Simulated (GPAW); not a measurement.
# Core-hole calculation of the S K edge in ZrS (Fm-3m), part 3 of 3

How does the S K edge of ZrS (Fm-3m) move when the bonds are compressed or stretched?

GPAW 26.7.0; X-ray absorption from dipole matrix elements to empty bands, plane-wave PAW LDA.

So far. Step 4 (Spectrum with XCH, S atom 2): The total-energy difference is 2475.30 eV. One term is added: -16.82 eV, since the hole is spin-paired here and a spin-polarised one costs that much less in the free atom (computed apart). The photon energy is then 2458.48 eV. The functional leaves an error in such absolute values: in the free atom LDA prices this hole 9.1 eV below PBE (computed apart), and PBE is itself good to a few eV. Step 6 (Spectrum with XCH, S atom 2): The scaled spectrum changes by 17 % r.m.s.

The database entry behind the starting cell differs from later determinations by our own check (an axis about 1.9 % long against later determinations), so it need not match the best structure at ambient conditions.

**8. Spectrum with XCH, S atom 2**

Shorter bonds are expected to push antibonding states and scattering resonances up, and longer ones down; the cell is scaled to test that.

Changed against the first core-hole run: volume scale from 1 to 0.94.

Input file xas.py:

```python
import numpy as np
from ase import Atoms
from ase.parallel import parprint, paropen
from gpaw import GPAW, PW, FermiDirac, Mixer, MixerDif, setup_paths
from gpaw.test import gen
setup_paths.insert(0, '.')
gen('S', name='fch1s', xcname='LDA', corehole=(1, 0, 1), write_xml=True)
from gpaw.mpi import world
world.barrier()

atoms = Atoms('Zr6S6',
    cell=[[2.57141354, 5.14282707, 2.57141354],
     [5.14282707, -2.57141354, -2.57141354],
     [2.57141354, 2.57141354, -5.14282707]],
    scaled_positions=[[0, 0, 0],
     [0.5, 0.16666667, 0.16666667],
     [0, 0.33333333, 0.33333333],
     [0.5, 0.5, 0.5],
     [0, 0.66666667, 0.66666667],
     [0.5, 0.83333333, 0.83333333],
     [0.75, 0.25, 0.75],
     [0.25, 0.41666667, 0.91666667],
     [0.75, 0.58333333, 0.08333333],
     [0.25, 0.75, 0.25],
     [0.75, 0.91666667, 0.41666667],
     [0.25, 0.08333333, 0.58333333]],
    pbc=True)
atoms.calc = calc = GPAW(legacy_gpaw=True, mode=PW(430), xc='LDA', setups={6: 'fch1s'},
    kpts={'size': (3, 3, 3), 'gamma': True}, occupations=FermiDirac(0.1),
    charge=-1, mixer=Mixer(0.1, 5, 50), maxiter=150,
    convergence={'density': 0.0001}, txt='scf.txt')
energy = atoms.get_potential_energy() + calc.get_reference_energy()
ef = calc.get_fermi_level()
out = dict(energy=energy, fermi=ef, forces=atoms.get_forces().tolist())
parprint(f'all-electron energy {energy:.4f} eV, Fermi level {ef:.4f} eV')
ev = np.array([[calc.get_eigenvalues(k, s) for k in range(len(calc.get_ibz_k_points()))] for s in range(calc.get_number_of_spins())])
out['homo'], out['lumo'], out['counts'] = ev[ev < ef].max(), ev[ev > ef].min(), sorted(set((ev < ef).sum((0, 2)).tolist()))
out['filled'] = (ev[:, 0] < ef).sum(1).tolist()

from ase.units import Ha
from gpaw.xas import dipole_matrix_elements
nb = int(calc.get_number_of_electrons() / 2) + 154
top, nb = nb, nb + 8 + nb // 12
nscf = calc.fixed_density(kpts={'size': (4, 4, 4), 'gamma': True}, nbands=nb,
    convergence={'bands': top, 'eigenstates': 1e-5}, maxiter=60, txt='nscf.txt')
cell = atoms.cell.array
ops = [cell.T @ U.T @ np.linalg.inv(cell.T) for U in nscf.wfs.kd.symmetry.op_scc]
E = np.arange(-6, 34, 0.1)
fwhm = np.interp(E, [4, 25], [0.9, 3.5])
Y, X, zero, highest = 0, 0, 1e9, 1e9
for spin in range(nscf.get_number_of_spins()):
    wfs = nscf.wfs
    A = dipole_matrix_elements(wfs.setups[6])
    eps = np.zeros((wfs.kd.nibzkpts, nb))
    d = np.zeros((3, A.shape[1], wfs.kd.nibzkpts, nb), complex)
    for kpt in wfs.kpt_u:
        if kpt.s == spin and 6 in kpt.P_ani:
            eps[kpt.k] = kpt.eps_n * Ha
            d[:, :, kpt.k] = (kpt.weight * wfs.nspins / 2) ** 0.5 * np.inner(A, kpt.P_ani[6])
    world.sum(eps)
    world.sum(d)
    T = np.einsum('amkn,bmkn->abkn', d, d.conj()).real
    T = sum(np.einsum('ai,ijkn,bj->abkn', R, T, R) for R in ops) / len(ops)
    empty = eps > ef
    zero, highest = min(zero, eps[empty].min()), min(highest, eps[:, top - 1].min())
    lines = [(eps, T, empty)] if spin == 0 else lines + [(eps, T, empty)]
for eps, T, empty in lines:
    f = np.einsum('aakn->akn', T).reshape(3, -1)
    x = eps.ravel() - zero
    w = np.interp(x, E, fwhm) / 2.35482
    g = np.exp(-0.5 * ((E[:, None] - x) / w) ** 2) / (w * (2 * np.pi) ** 0.5)
    Y = Y + (f * empty.ravel()) @ g.T
    X = X + (f * ~empty.ravel()) @ g.T
out.update(E=E.round(2).tolist(), xas=Y.tolist(), xes=X.tolist(), zero=zero, valid=highest - zero, nk=len(eps), nb=nb)
for i in range(0, len(E), 10):
    parprint(f'{E[i]:7.2f}', *(f'{v:10.3e}' for v in Y[:, i]))
import json
with paropen('out.json', 'w') as f:
    json.dump(out, f)
```

Started as:

```console
$ OMP_NUM_THREADS=1 mpirun -n 2 gpaw python xas.py
```

Numbers of over 12 decimals in the logs are rounded to 6 here.

Output:

```text
Input parameters:
  charge: -1
  convergence: {density: 0.0001}
  kpts: {gamma: True,
         size: (3, 3, 3)}
  maxiter: 150
  mixer: {backend: pulay,
          beta: 0.1,
          method: separate,
          nmaxold: 5,
          weight: 50}
  mode: {ecut: 430.0,
         name: pw}
  occupations: {fixmagmom: False,
                name: fermi-dirac,
                width: 0.1}
  setups: {6: fch1s}

Initialize ...

[...]
*p    :     0.277888
*d    :     0.000000
--------------------------------

Diagonalizing with gridspacing h=0.050

state   all-electron     PAW
-------------------------------
3s:      -1.141348    -1.142157
3p:      -0.722112    -0.722797
*d:                   -0.153507
*f:                   -0.016109
-------------------------------
all-electron energy -649287.8832 eV, Fermi level 11.9037 eV
[...]
32.00  2.608e-06  2.627e-06  2.608e-06
  33.00  2.065e-06  2.062e-06  2.065e-06
[key lines of the parts left out:]
Converged after 21 iterations.
Dipole moment: (-0.016393, 0.310603, -0.016393) |e|*Ang
Free energy:   -106.179257
Fermi level: 11.90365
```

Wall time 8.2 min (2 MPI ranks of Intel Xeon Platinum 8259CL at 2.50GHz (Skylake/Cascade Lake), shared host); peak memory 0.6 GiB; 16 min of CPU time.

```csv
E (eV),first run,this run
-2.0,0.00,0.00
-1.0,0.00,0.00
0.0,0.47,0.44
1.0,1.35,1.23
2.0,1.33,1.40
3.0,0.96,0.90
4.0,1.24,1.01
5.0,1.57,1.46
6.0,1.46,1.42
7.0,1.85,1.79
8.0,1.26,1.44
9.0,0.90,1.09
10.0,0.60,0.78
11.0,0.60,0.64
12.0,0.82,0.77
13.0,0.71,0.84
14.0,0.59,0.62
15.0,0.66,0.59
16.0,0.76,0.68
17.0,0.91,0.80
18.0,0.92,0.91
19.0,0.78,0.88
20.0,0.66,0.74
21.0,0.66,0.64
22.0,0.74,0.64
23.0,0.81,0.71
24.0,0.84,0.77
25.0,0.93,0.80
26.0,1.15,0.90
27.0,1.41,1.12
28.0,1.52,1.40
29.0,1.40,1.55
30.0,1.15,1.47
31.0,0.89,1.23
```

Against the first run the r.m.s. difference is 12 %. The highest intensity below 16 eV goes from 6.8 eV (1.90) to 7.2 eV (1.84).

The photon energy of the zero moves by +0.02 eV.

**9. Reference energy of the supercell**

The cell changes for the next run, so it gets a reference energy of its own.

The cell differs from the one that the last finished run ended in (a 6.299 → 6.365 Å, b 6.299 → 6.365 Å, c 6.299 → 6.365 Å).

Input file scf.py:

```python
import numpy as np
from ase import Atoms
from ase.parallel import parprint, paropen
from gpaw import GPAW, PW, FermiDirac, Mixer, MixerDif, setup_paths
from gpaw.test import gen
setup_paths.insert(0, '.')
gen('S', name='nch1s', xcname='LDA', corehole=(1, 0, 0), write_xml=True)
from gpaw.mpi import world
world.barrier()

atoms = Atoms('Zr6S6',
    cell=[[2.59848304, 5.19696607, 2.59848304],
     [5.19696607, -2.59848304, -2.59848304],
     [2.59848304, 2.59848304, -5.19696607]],
    scaled_positions=[[0, 0, 0],
     [0.5, 0.16666667, 0.16666667],
     [0, 0.33333333, 0.33333333],
     [0.5, 0.5, 0.5],
     [0, 0.66666667, 0.66666667],
     [0.5, 0.83333333, 0.83333333],
     [0.75, 0.25, 0.75],
     [0.25, 0.41666667, 0.91666667],
     [0.75, 0.58333333, 0.08333333],
     [0.25, 0.75, 0.25],
     [0.75, 0.91666667, 0.41666667],
     [0.25, 0.08333333, 0.58333333]],
    pbc=True)
atoms.calc = calc = GPAW(legacy_gpaw=True, mode=PW(430), xc='LDA', setups={6: 'nch1s'},
    kpts={'size': (3, 3, 3), 'gamma': True}, occupations=FermiDirac(0.1),
    charge=0, mixer=Mixer(0.1, 5, 50), maxiter=150,
    convergence={'density': 0.0001}, txt='scf.txt')
energy = atoms.get_potential_energy() + calc.get_reference_energy()
ef = calc.get_fermi_level()
out = dict(energy=energy, fermi=ef, forces=atoms.get_forces().tolist())
parprint(f'all-electron energy {energy:.4f} eV, Fermi level {ef:.4f} eV')
ev = np.array([[calc.get_eigenvalues(k, s) for k in range(len(calc.get_ibz_k_points()))] for s in range(calc.get_number_of_spins())])
out['homo'], out['lumo'], out['counts'] = ev[ev < ef].max(), ev[ev > ef].min(), sorted(set((ev < ef).sum((0, 2)).tolist()))
out['filled'] = (ev[:, 0] < ef).sum(1).tolist()
import json
with paropen('out.json', 'w') as f:
    json.dump(out, f)
```

Started as:

```console
$ OMP_NUM_THREADS=1 mpirun -n 2 gpaw python scf.py
```

Output:

```text
Input parameters:
  convergence: {density: 0.0001}
  kpts: {gamma: True,
         size: (3, 3, 3)}
  maxiter: 150
  mixer: {backend: pulay,
          beta: 0.1,
          method: separate,
          nmaxold: 5,
          weight: 50}
  mode: {ecut: 430.0,
         name: pw}
  occupations: {fixmagmom: False,
                name: fermi-dirac,
                width: 0.1}
  setups: {6: nch1s}

Initialize ...

[...]
3s(2) :    -0.634959     1.191395
*s    :     0.365041
3p(4) :    -0.261139     0.997058
*p    :     0.738861
*d    :     0.000000
--------------------------------

Diagonalizing with gridspacing h=0.050

state   all-electron     PAW
-------------------------------
3s:      -0.634959    -0.635587
3p:      -0.261139    -0.261554
*d:                    0.043150
*f:                    0.074695
-------------------------------
all-electron energy -651763.0466 eV, Fermi level 11.4062 eV
[key lines of the parts left out:]
Converged after 18 iterations.
Dipole moment: (-0.000000, 0.000000, -0.000000) |e|*Ang
Free energy:    -96.309367
Fermi level: 11.40623
```

Run time: 71 s. Hardware: 2 MPI ranks; peak memory 0.3 GiB.

Reference energy: -651763.047 eV with the cores included.

**10. Spectrum with XCH, S atom 2**

Shorter bonds are expected to push antibonding states and scattering resonances up, and longer ones down; the cell is scaled to test that.

Changed against the first core-hole run: volume scale from 1 to 0.97.

Edit xas.py of step 8 so:

```diff
@@ -11,5 +11,5 @@
 atoms = Atoms('Zr6S6',
-    cell=[[2.57141354, 5.14282707, 2.57141354],
-     [5.14282707, -2.57141354, -2.57141354],
-     [2.57141354, 2.57141354, -5.14282707]],
+    cell=[[2.59848304, 5.19696607, 2.59848304],
+     [5.19696607, -2.59848304, -2.59848304],
+     [2.59848304, 2.59848304, -5.19696607]],
     scaled_positions=[[0, 0, 0],
@@ -41,3 +41,3 @@
 from gpaw.xas import dipole_matrix_elements
-nb = int(calc.get_number_of_electrons() / 2) + 154
+nb = int(calc.get_number_of_electrons() / 2) + 158
 top, nb = nb, nb + 8 + nb // 12
```

Started as:

```console
$ OMP_NUM_THREADS=1 mpirun -n 2 gpaw python xas.py
```

Output:

```text
Input parameters:
  charge: -1
  convergence: {density: 0.0001}
  kpts: {gamma: True,
         size: (3, 3, 3)}
  maxiter: 150
  mixer: {backend: pulay,
          beta: 0.1,
          method: separate,
          nmaxold: 5,
          weight: 50}
  mode: {ecut: 430.0,
         name: pw}
  occupations: {fixmagmom: False,
                name: fermi-dirac,
                width: 0.1}
  setups: {6: fch1s}

Initialize ...

[...]
*p    :     0.277888
*d    :     0.000000
--------------------------------

Diagonalizing with gridspacing h=0.050

state   all-electron     PAW
-------------------------------
3s:      -1.141348    -1.142157
3p:      -0.722112    -0.722797
*d:                   -0.153507
*f:                   -0.016109
-------------------------------
all-electron energy -649287.7334 eV, Fermi level 11.4804 eV
[...]
32.00  2.215e-06  2.219e-06  2.215e-06
  33.00  1.870e-06  1.856e-06  1.870e-06
[key lines of the parts left out:]
Converged after 20 iterations.
Dipole moment: (-0.016033, 0.321597, -0.016033) |e|*Ang
Free energy:   -106.035818
Fermi level: 11.48037
```

Elapsed: 8.3 min, on 2 MPI ranks; peak memory 0.62 GiB.

```csv
E (eV),first run,this run
-2.0,0.00,0.00
-1.0,0.00,0.00
0.0,0.47,0.45
1.0,1.35,1.29
2.0,1.33,1.36
3.0,0.96,0.93
4.0,1.24,1.13
5.0,1.57,1.55
6.0,1.46,1.39
7.0,1.85,1.88
8.0,1.26,1.33
9.0,0.90,1.01
10.0,0.60,0.68
11.0,0.60,0.61
12.0,0.82,0.80
13.0,0.71,0.78
14.0,0.59,0.59
15.0,0.66,0.63
16.0,0.76,0.72
17.0,0.91,0.86
18.0,0.92,0.93
19.0,0.78,0.83
20.0,0.66,0.69
21.0,0.66,0.63
22.0,0.74,0.68
23.0,0.81,0.76
24.0,0.84,0.80
25.0,0.93,0.85
26.0,1.15,1.01
27.0,1.41,1.28
28.0,1.52,1.50
29.0,1.40,1.51
30.0,1.15,1.32
31.0,0.89,1.05
```

Against the first run the r.m.s. difference is 6 %. The highest intensity below 16 eV goes from 6.8 eV (1.90) to 7.0 eV (1.88).

The photon energy of the zero moves by +0.01 eV.

**11. The volumes side by side**

```csv
volume,nearest distance (Å),shift of the zero (eV),maximum 1 (eV above own zero),maximum 2 (eV above own zero),maximum 3 (eV above own zero),maximum 4 (eV above own zero)
0.91,2.544,+0.02,1.8,5.6,7.5,18.7
0.94,2.571,+0.02,1.7,5.4,7.2,18.3
0.97,2.598,+0.01,1.6,5.1,7.0,17.9
1,2.625,+0.00,1.5,4.9,6.8,17.6
```

The curves, each shifted by its zero's change so that they share one photon-energy axis, counted from the zero at V × 1:

```csv
E (eV),V × 0.91,V × 0.94,V × 0.97,V × 1
-2.0,0.00,0.00,0.00,0.00
-1.0,0.00,0.00,0.00,0.00
0.0,0.41,0.42,0.44,0.47
1.0,1.17,1.22,1.28,1.35
2.0,1.45,1.41,1.37,1.33
3.0,0.87,0.90,0.93,0.96
4.0,0.90,1.00,1.12,1.24
5.0,1.32,1.45,1.54,1.57
6.0,1.48,1.43,1.39,1.46
7.0,1.64,1.78,1.87,1.85
8.0,1.59,1.45,1.33,1.26
9.0,1.14,1.10,1.01,0.90
10.0,0.91,0.79,0.69,0.60
11.0,0.70,0.64,0.61,0.60
12.0,0.75,0.77,0.80,0.82
13.0,0.88,0.84,0.78,0.71
14.0,0.69,0.62,0.59,0.59
15.0,0.57,0.59,0.63,0.66
16.0,0.64,0.68,0.72,0.76
17.0,0.75,0.80,0.85,0.91
18.0,0.87,0.91,0.93,0.92
19.0,0.91,0.88,0.83,0.78
20.0,0.80,0.74,0.69,0.66
21.0,0.67,0.64,0.63,0.66
22.0,0.62,0.64,0.68,0.74
23.0,0.65,0.71,0.76,0.81
24.0,0.72,0.77,0.80,0.84
25.0,0.76,0.80,0.85,0.93
26.0,0.82,0.89,1.01,1.15
27.0,0.97,1.12,1.28,1.41
28.0,1.23,1.39,1.50,1.52
29.0,1.48,1.54,1.51,1.40
30.0,1.56,1.48,1.32,1.15
31.0,1.43,1.24,1.05,0.89
```

**12. Results**

| Item | Value |
| --- | --- |
| absorber and edge | S K, atom 2 of the ground-state input (counted from 1) |
| surroundings | 6 Zr at 2.62 Å (octahedral, site symmetry m-3m) |
| highest intensity below 16 eV | 6.8 eV above the zero, height 1.90 |
| photon energy of the zero, with the added terms | 2458.5 eV (raw 2475.3 eV; LDA puts this hole about 9 eV below PBE, itself good to a few eV) |

In words: From V × 0.91 to V × 1 the nearest distance grows by 0.081 Å and the zero moves by -0.02 eV. Above their own zero, the maxima move from 1.8 to 1.5 eV, from 5.6 to 4.9 eV, from 7.5 to 6.8 eV and from 18.7 to 17.6 eV. The one highest in energy moves most, in the direction that the rule ΔE·R² ≈ constant for scattering resonances gives. The S K edge of atom 2, with 6 Zr at 2.62 Å (octahedral, site symmetry m-3m), has its highest intensity of the first 16 eV at 6.8 eV above the zero, near 2465 eV in photon energy (LDA puts this hole about 9 eV below PBE, itself good to a few eV), 1.9 times the mean level of the first 20 eV (Gaussian full width 0.9 eV up to 4 eV, rising linearly to 3.5 eV at 25 eV). The unit cell's mesh shows no gap over 0.35 eV. That is right for a metallic compound; for a small-gap or correlated insulator it would be the fault of the functional or of the assumed magnetic order, and the hole would be screened too well. The holes are only 6.4 Å apart, so the shape is probably not converged with cell size; no larger cell was run here. The mesh is coarse (0.30 Å⁻¹ between points), so small maxima may be mesh ripples. The structure is a published determination, not relaxed.

[Banner, clock and machine lines of the logs are left out without a mark of their own.]

[Logs are printed without paths, hosts, clocks, repeated set-up lines and the standing remarks that a program may print on its own settings, such as how far it seeks lower states.]

[Hosts, paths, dates, database ids (printed as entryN), source tags and the programs' standing remarks are cut or masked in the printed files.]

[Lists of maxima count a maximum above −3 eV only where it reaches 4 % of the highest in the window and stands out from its surroundings by 2 % of it (1.5 % where it reaches 55 %); shoulders and weaker maxima are passed over, and of the rest the first, up to two pre-edge ones and the few strongest are named.]
